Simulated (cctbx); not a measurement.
**From intensities to atoms**

Cell a = 10.2750 Å, b = 10.2750 Å, c = 8.0390 Å, α = 90.00°, β = 90.00°, γ = 120.00°; space group R-3m (no. 166); content Dy3 Co36 Al18.

Simulated single-crystal data (cctbx): Mo Kα, λ = 0.71073 Å, to d = 0.6 Å, 50 % of the full sphere, strongest reflection 40000 counts, noise from counting, a 6 % proportional error and a noise floor of 4 counts (s.d.); no absorption.

Charge flipping in P1 on plain amplitudes to 0.9 Å, δ = 1.1 σ, 10 % of the reflections treated as weak, 600 cycles:

```text
cycle      R  skewness
    0  0.600     0.46
   50  0.292     3.35
  100  0.284     3.38
  150  0.256     3.25
  200  0.247     3.24
  250  0.256     3.30
  300  0.252     3.23
  350  0.246     3.20
  400  0.244     3.22
  450  0.252     3.15
  500  0.265     3.25
  550  0.268     3.16
origin shift          correlation  skewness
 0.172  0.331  0.432      0.935      7.39
 0.243  0.277  0.273      0.869      1.84
 0.087  0.156  0.102      0.891      2.51
 0.183  0.897  0.447      0.849      0.82
taken: symmetry correlation 0.935, skewness 7.39
peak      x       y       z  mult  height/sigma
Q1    0.0000  0.0000  0.0000    3     24.4
Q2    0.0911  0.1822  0.3555   18      5.5
Q3    0.0000  0.3667  0.5000   18      5.4
Q4    0.0257  0.5128  0.2989   18      2.0
Q5    0.0000  0.1688  0.5000   18      1.6
Q6    0.0000  0.2458  0.0000   18      1.4
Q7    0.0143  0.2703  0.4115   36      1.3
Q8    0.0752  0.5376  0.8611   18      1.1
Q9    0.0794  0.1589  0.0697   18      1.1
```

The origin is taken among those within 0.04 of the best correlation, by the skewness of the map.

Run time: 0.55 s on 1 thread of Arm Neoverse V2, on a shared host, peak memory 0.08 GiB.

**Question.** Which peaks are atoms, and which elements?

Heights go roughly as Z and multiplicities must add up to the content. First model: Q1 = Dy1 (3 in the cell, height 24.4), Q2 = Co1 (18 in the cell, height 5.5), Q3 = Co2 (18 in the cell, height 5.4) and Q4 = Al1 (18 in the cell, height 2.0). Against the true structure, Q1 is Dy, Q2 is Co, Q3 is Co and Q4 is Al; the other peaks are not atoms.

Least squares on F², isotropic:

```text
Rint 0.048, 453 unique reflections to 0.60 A
cycle     R1     wR2    GooF  max shift (A)
   1  0.1356  0.3769   9.394   0.12466
   2  0.0159  0.0381   0.951   0.00004
final R1 0.0159 wR2 0.0381 GooF 0.951  parameters 9  data/parameter 50.3
atom        x        y        z      Ueq    occ   su(xyz)  su(Uiso or U11)
Dy1    0.00000  0.00000  0.00000   0.0198  1.000  0.00000  0.0001
Co1    0.09013  0.18026  0.35672   0.0216  1.000  0.00004  0.0001
Co2    0.00000  0.36911  0.50000   0.0203  1.000  0.00003  0.0001
Al1    0.03777  0.51889  0.29104   0.0276  1.000  0.00010  0.0001
difference map: max 0.77 min -0.59 rms 0.17
Q1    0.0000  0.0000  0.0714    6    0.77  0.57 A from Dy1
Q2    0.0337  0.5168  0.7054   18    0.77  0.64 A from Al1
Q3    0.0813  0.1625  0.8927   18    0.76  1.68 A from Dy1
Q4    0.0345  0.5172  0.8290   18    0.60  1.16 A from Al1
Q5    0.0000  0.0000  0.2043    6    0.59  1.64 A from Dy1
```

Anisotropic refinement:

```text
Rint 0.048, 453 unique reflections to 0.60 A
cycle     R1     wR2    GooF  max shift (A)
   1  0.0159  0.0382   0.963   0.00010
   2  0.0158  0.0377   0.950   0.00000
final R1 0.0158 wR2 0.0377 GooF 0.950  parameters 19  data/parameter 23.8
atom        x        y        z      Ueq    occ   su(xyz)  su(Uiso or U11)
Dy1    0.00000  0.00000  0.00000   0.0198  1.000  0.00000  0.0001
Co1    0.09013  0.18026  0.35672   0.0216  1.000  0.00004  0.0001
Co2    0.00000  0.36911  0.50000   0.0204  1.000  0.00003  0.0001
Al1    0.03776  0.51888  0.29104   0.0276  1.000  0.00010  0.0003
difference map: max 0.75 min -0.59 rms 0.17
Q1    0.0813  0.1626  0.8927   18    0.76  1.68 A from Dy1
Q2    0.0342  0.5171  0.7051   18    0.76  0.64 A from Al1
Q3    0.0000  0.0000  0.0794    6    0.70  0.64 A from Dy1
Q4    0.0364  0.5182  0.3529   18    0.63  0.50 A from Al1
Q5    0.0342  0.5171  0.8283   18    0.60  1.15 A from Al1
Q6    0.0000  0.0000  0.2044    6    0.59  1.64 A from Dy1
```

**Reading.** The refinement ends at R1 = 0.0158, wR2 = 0.0377, GooF = 0.95, with difference density between -0.59 and 0.75 e/Å³. Every site matches the true model in element, within 0.001 Å r.m.s., up to an allowed shift of origin.

True model:

| atom | mult. | x | y | z | Ueq (Å²) |
| --- | --- | --- | --- | --- | --- |
| Dy1 | 3 | 0 | 0 | 0 | 0.0198 |
| Co1 | 18 | 0.6309 | 0.6309 | 1/2 | 0.0203 |
| Co2 | 18 | 0.0901 | 0.1803 | 0.3567 | 0.0216 |
| Al1 | 18 | 0.8522 | 0.7044 | 0.3756 | 0.0276 |

The model was made for the exercise: a known structure type with other elements put in, its volume estimated, not relaxed; displacement parameters are assumed.

[Middle refinement cycles are left out of these outputs.]

[Logs are printed without paths, hosts, clocks, repeated set-up lines and the standing remarks that a program may print on its own settings, such as how far it seeks lower states.]
